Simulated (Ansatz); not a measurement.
# KAl3: relaxing a made-up structure, part 2 of 2

This structure for KAl3 is made up. Its elements were placed in a known structure type with a cell scaled to their sizes. What cell does the guess relax to, and how far off was it?

Ansatz 0.2.0; DFT, r2SCAN, plane-wave PAW, files of the set soft_1, scalar-relativistic, no spin, cell and ions relaxed at zero pressure; PAW set soft_1 (the session's first sound run).

So far: The structure; Relaxing cell and atoms. The relaxed cell has a = 7.723, c = 4.427 Å (conventional setting).

**3. Bands of the relaxed cell**

A second self-consistent run takes a narrower smearing and the mesh shown in its input; the bands follow along the standard path of the relaxed lattice.

This step: DFT, r2SCAN, plane-wave PAW, files of the set soft_1, scalar-relativistic, no spin, bands and density of states at the relaxed cell; PAW set soft_1 (Ansatz 0.2.0).

input.yaml

```yaml
crystal:
  lattice:
    - [7.7233264849, 0.0, 0.0]
    - [-3.8616632424, 6.6885969376, 0.0]
    - [0.0, 0.0, 4.4270460163]
  atoms:
    - { symbol: K, position: [0.3333333333, 0.6666666667, 0.75] }
    - { symbol: K, position: [0.6666666667, 0.3333333333, 0.25] }
    - { symbol: Al, position: [0.1203671302, 0.8796328698, 0.25] }
    - { symbol: Al, position: [0.8796328698, 0.7592657397, 0.75] }
    - { symbol: Al, position: [0.2407342603, 0.1203671302, 0.75] }
    - { symbol: Al, position: [0.8796328698, 0.1203671302, 0.75] }
    - { symbol: Al, position: [0.1203671302, 0.2407342603, 0.25] }
    - { symbol: Al, position: [0.7592657397, 0.8796328698, 0.25] }
kpoints:
  mp_grid: { grid: [6, 6, 8] }
  band_path:
    path:
      - [[0.0, 0.0, 0.0], [0.5, 0.0, 0.0], [0.33333333, 0.33333333, 0.0], [0.0, 0.0, 0.0], [0.0, 0.0, 0.5], [0.5, 0.0, 0.5], [0.33333333, 0.33333333, 0.5], [0.0, 0.0, 0.5]]
      - [[0.5, 0.0, 0.5], [0.5, 0.0, 0.0]]
      - [[0.33333333, 0.33333333, 0.0], [0.33333333, 0.33333333, 0.5]]
    npoints: 8
scf:
  occupations: { method: fermi_dirac, width: 0.03 }
  n_extra_bands: 12
hamiltonian:
  xc: r2scan
  pseudopotentials: { kind: paw, azcp: { folder: soft_1 } }
output:
  forces: true
  stress: true
  write_bands: true
  dos: { projected: true }
  write_density: true
  write_potential: true
  elf: true
  volumetric_format: npy
```

Run with:

```bash
ansatz run input.yaml --threads 4 --pin off --max-ram 10240MiB --backend cpu --events-out ev --progress --plain --runs-dir out
```

Numbers of over 12 decimals in the logs are rounded to 6 here.

Output:

```text
[...]
Crystal: 8 atoms, lattice volume = 228.693 Å³
Basis set: ecut = 500 eV, 5795 PW (Γ), exchange–correlation on 240×240×144 points (64 copies of the dense FFT grid, shifted against one another)
Bands: 30, of which v1, the nominal top of the filled ones, is band 18 counted from 1 (17 counted from 0)
Symmetry: 24 space group operations
[...]
k-points: 35 of 288
[...]
SCF iter   1: F=—  HF=-6325.985362 eV  |F-HF|=—  |Δ(HF+E_count)|=         —  Δρ=1.73e-2  dr2=1.82e0  dr2_τ=2.51e-2  ethr=3.10e-3  ⟨swp⟩=7.6  Hψ=5836  notcnv=0  defer=20
[...]
SCF iter   9: F=-6325.796391 eV  HF=-6325.796391 eV  |F-HF|=6.52e-9  |Δ(HF+E_count)|=   1.37e-8  Δρ=2.15e-6  dr2=2.22e-8  dr2_τ=8.78e-10  ethr=2.78e-10  ⟨swp⟩=16.0  Hψ=7650  notcnv=0
SCF 1 converged in 9 iterations: F = -6325.796391 eV  dr2 = 2.22e-8
[...]
NSCF: frozen V_eff on 75 k-points
SCF converged after 9 iterations
Free energy (F): -6325.796391 eV
[...]
Internal energy: -6325.775384 eV  (E = F + TS)
E sigma→0 (E₀):  -6325.785888 eV
Entropy (-TS):   -0.021007 eV (-2.626 meV/atom)
Fermi energy:    4.108946 eV
[...]
--- Forces (eV/Å), atoms counted from 1 ---
  atom   1  K     -0.00000000    -0.00000000     0.00000000
  atom   2  K      0.00000000     0.00000000     0.00000000
  atom   3  Al    -0.10963864     0.06329990     0.00000000
  atom   4  Al     0.00000000     0.12659980     0.00000000
  atom   5  Al    -0.10963864    -0.06329990     0.00000000
  atom   6  Al     0.10963864    -0.06329990     0.00000000
  atom   7  Al    -0.00000000    -0.12659980     0.00000000
  atom   8  Al     0.10963864     0.06329990     0.00000000
  max |Σ_I F_I| component: 1.39e-17 eV/Å
--- Stress (GPa, compression-positive) ---
       -0.653478       0.000000       0.000000
        0.000000      -0.653478       0.000000
        0.000000       0.000000       1.857422
  P = ⅓ Tr σ = 0.1835 GPa (1.835 kbar)
--- Band table (eV; the first three rows and the last of 35) ---
  k-point 0: bands = [... 14 lower, 1.4189, 2.5537, 3.8312, 4.5208, 4.5208, 5.9800, 6.1417, 6.1417, ... 8 higher]
  k-point 1: bands = [... 14 lower, 1.3877, 3.4731, 3.4731, 3.6943, 4.2244, 5.7745, 5.7745, 6.0963, ... 8 higher]
  k-point 2: bands = [... 14 lower, 1.6522, 2.1044, 2.1044, 3.8772, 4.8410, 4.8410, 6.0352, 6.4452, ... 8 higher]
  k-point 34: bands = [... 14 lower, 2.9565, 2.9565, 3.3956, 3.3956, 3.5232, 3.5232, 6.2929, 6.2929, ... 8 higher]
```

Run time: 29 s. Hardware: 4 threads of Arm Neoverse N1, shared host; peak memory 1.1 GiB; 1.9 min of CPU time.

Reading the cycles: dr2 is the Hartree energy of the density residual (eV), the measure of convergence; HF is the Harris–Foulkes estimate of the energy, which meets the free energy F at convergence.

This step gave:

| Quantity | Value |
| --- | --- |
| free energy | -6325.7964 eV |
| energy at zero smearing | -6325.7859 eV |
| smearing term TS | 0.02101 eV |
| Fermi energy | 4.109 eV |
| pressure | 0.1835 GPa |

From bands.tsv, the bands that come nearest the Fermi level along the path, at its corners, in eV from the Fermi level:

| point | band 15 | band 16 | band 17 | band 18 | band 19 | band 20 | band 21 | band 22 |
| --- | --- | --- | --- | --- | --- | --- | --- | --- |
| Γ | -2.69 | -1.56 | -0.28 | 0.41 | 0.41 | 1.87 | 2.03 | 2.03 |
| M | -2.02 | -1.42 | -0.26 | 0.21 | 0.32 | 0.34 | 1.03 | 1.27 |
| K | -2.09 | -1.40 | 0.32 | 0.32 | 0.38 | 0.44 | 0.44 | 1.30 |
| Γ | -2.69 | -1.56 | -0.28 | 0.41 | 0.41 | 1.87 | 2.03 | 2.03 |
| A | -1.35 | -1.35 | -1.17 | -1.17 | -1.17 | -1.17 | 2.73 | 2.73 |
| L | -1.38 | -1.38 | -0.70 | -0.70 | -0.45 | -0.45 | 2.05 | 2.05 |
| H | -1.15 | -1.15 | -0.71 | -0.71 | -0.59 | -0.59 | 2.18 | 2.18 |
| A | -1.35 | -1.35 | -1.17 | -1.17 | -1.17 | -1.17 | 2.73 | 2.73 |
| L | -1.38 | -1.38 | -0.70 | -0.70 | -0.45 | -0.45 | 2.05 | 2.05 |
| M | -2.02 | -1.42 | -0.26 | 0.21 | 0.32 | 0.34 | 1.03 | 1.27 |
| K | -2.09 | -1.40 | 0.32 | 0.32 | 0.38 | 0.44 | 0.44 | 1.30 |
| H | -1.15 | -1.15 | -0.71 | -0.71 | -0.59 | -0.59 | 2.18 | 2.18 |

Counts of states for the cell as run, both spins, by energy window (eV from the Fermi level):

```csv
from,to,total
-8,-7,0.48
-7,-6,2.34
-6,-5,1.83
-5,-4,1.36
-4,-3,1.59
-3,-2,4.02
-2,-1,3.49
-1,0,3.05
0,1,4.13
1,2,2.79
2,3,4.27
```

Below -8 eV lie 17.9 more states.

Force by atom:

| atom | x (eV/Å) | y (eV/Å) | z (eV/Å) | size |
| --- | --- | --- | --- | --- |
| K1 | 0.000 | 0.000 | 0.000 | 0.000 |
| K2 | 0.000 | 0.000 | 0.000 | 0.000 |
| Al3 | -0.110 | 0.063 | 0.000 | 0.127 |
| Al4 | 0.000 | 0.127 | 0.000 | 0.127 |
| Al5 | -0.110 | -0.063 | 0.000 | 0.127 |
| Al6 | 0.110 | -0.063 | 0.000 | 0.127 |
| Al7 | 0.000 | -0.127 | 0.000 | 0.127 |
| Al8 | 0.110 | 0.063 | 0.000 | 0.127 |

ELF in the ab plane at fractional z = 0.250, with atoms of K and Al within 0.2 Å of it. It is the smooth field of the valence electrons, not physical close to the nuclei.

Ten even steps from '_' (0.01) to '@' (0.90), each cell a mean:
```
**++--..::++####**::__..--**####==....==****
**::......**%%%%++::..::**%%%%++....__--****
==__====--%%@@%%==....++%%@@%%::++--..++****
--__..--%%@@@@**::..--##@@@@##::....==******
++--++%%@@@@##--....==%%@@@@%%==--++********
####%%@@@@##==..__..++%%@@@@%%##****++++****
##%%%%%%##==..____..==##%%%%%%##**++====++**
**##**++--..______..--++####**++--::::::--++
====--....________....--====::..______....--
........::------::..__....__________________
__..::==**####**==..__________::----..______
..--**%%@@@@@@##++::______::++%%%%%%==______
--**%%@@@@@@@@%%**::____::##@@@@@@@@**..____
**%%@@@@@@@@@@##++..__..**@@%%%%@@@@++____::
####**====##%%**==____--@@@@####@@%%::__..==
##==::::..++##++::____++@@@@%%@@%%==____--**
++..====..****==::__..**@@@@@@%%++____::==**
--____..==**++--..____==##%%##--____::==++**
==::::==****++--..____..::::..____::==++****
**++********++==::____________..--==++******
**************++--..________::==++**********
******++++**##**++::______--++**##**++******
```
Columns run along a (7.7 Å), rows up along b (7.7 Å). Atoms in or near the plane, at fractional coordinates: K at (0.67, 0.33), Al at (0.12, 0.88), Al at (0.12, 0.24), Al at (0.76, 0.88).

Valence density in the ab plane at fractional z = 0.250, with atoms of K and Al within 0.2 Å of it. It is the smooth field of the valence electrons, not physical close to the nuclei.

Ten steps, logarithmic in the rise over the least value, from '0' (0.0 e/Å³) to '9' (4.1 e/Å³), each cell a mean:
```
3332233210000123322333
3321233210001233212333
3211232100011232112333
3222332100012332123333
3333321000012333333333
3332210000012333332233
2221100000011222222222
1111000000011111111111
0000000000000011111111
0000000000000000111000
0000111100000012332100
0011221110000246653100
0122222210002578874100
1233332210014899974100
2332233210136999962001
3321233210147999741112
3211232211247887411123
3212332211135553111223
3333332210112211112233
3333332210000001122333
3333332210000001233333
3333333210000012333333
```
Columns run along a (7.7 Å), rows up along b (7.7 Å). Atoms in or near the plane, at fractional coordinates: K at (0.67, 0.33), Al at (0.12, 0.88), Al at (0.12, 0.24), Al at (0.76, 0.88).

Electrostatic potential energy in the ab plane at fractional z = 0.250, with atoms of K and Al within 0.2 Å of it. With pseudopotentials it is smooth inside the atoms' cores, unlike the true potential.

Ten even steps from '0' (-24 eV) to '9' (7 eV), each cell a mean:
```
8644447999999986444368
6479647999999964796478
4699458999999845995577
3685479999999736864787
3334799999998743347887
6568999999999765689998
8889999999999888899998
9999999999999999999999
9999999999999999999999
9999999999999999999999
9999999999999988888999
9999999999999875457899
9998888999998610027899
9875457999986100027999
8644447999973000048999
6479547999871000279999
4699558999872003789998
3686479999876568999997
3344799999988889999987
6567899999999999999987
8888788999999999988888
8875467999999998754578
```
Columns run along a (7.7 Å; values clipped at the 3rd and 97th percentile), rows up along b (7.7 Å). Atoms in or near the plane, at fractional coordinates: K at (0.67, 0.33), Al at (0.12, 0.88), Al at (0.12, 0.24), Al at (0.76, 0.88).

**4. Results**

| Property | Result |
| --- | --- |
| space group, relaxed | P6_3/mmc |
| conventional cell | a = 7.723, b = 7.723, c = 4.427 Å; α = 90.0°, β = 90.0°, γ = 120.0° |
| volume per atom | 28.59 Å³ (guess 24.04) |

What this shows: KAl3 relaxes to P6_3/mmc with a = 7.723, b = 7.723 and c = 4.427 Å. The guessed volume was 16 % too small. The space group P6_3/mmc was held in the relaxation, so the end point is a stationary structure within it and may be a saddle against distortions or other arrangements. Bands cross the Fermi level, so it is a metal or semimetal at this level. On the 6×6×8 mesh with the narrower smearing (relaxed on 5×5×5) the largest force component is 0.127 eV/Å and the largest stress component is 1.857 GPa, against the relaxation's thresholds of 0.015 eV/Å and 0.05 GPa. The cutoff wasn't tested. A vector of the cell changed its length by 19 %, more than the volume shows. No dispersion term is used, so weakly bound directions may come out too long. Nothing here tests whether the compound is stable against decomposition.

[Logs are printed without paths, hosts, clocks, repeated set-up lines and the standing remarks that a program may print on its own settings, such as how far it seeks lower states.]

[Hosts, paths, dates, database ids (printed as entryN), source tags and the programs' standing remarks are cut or masked in the printed files.]
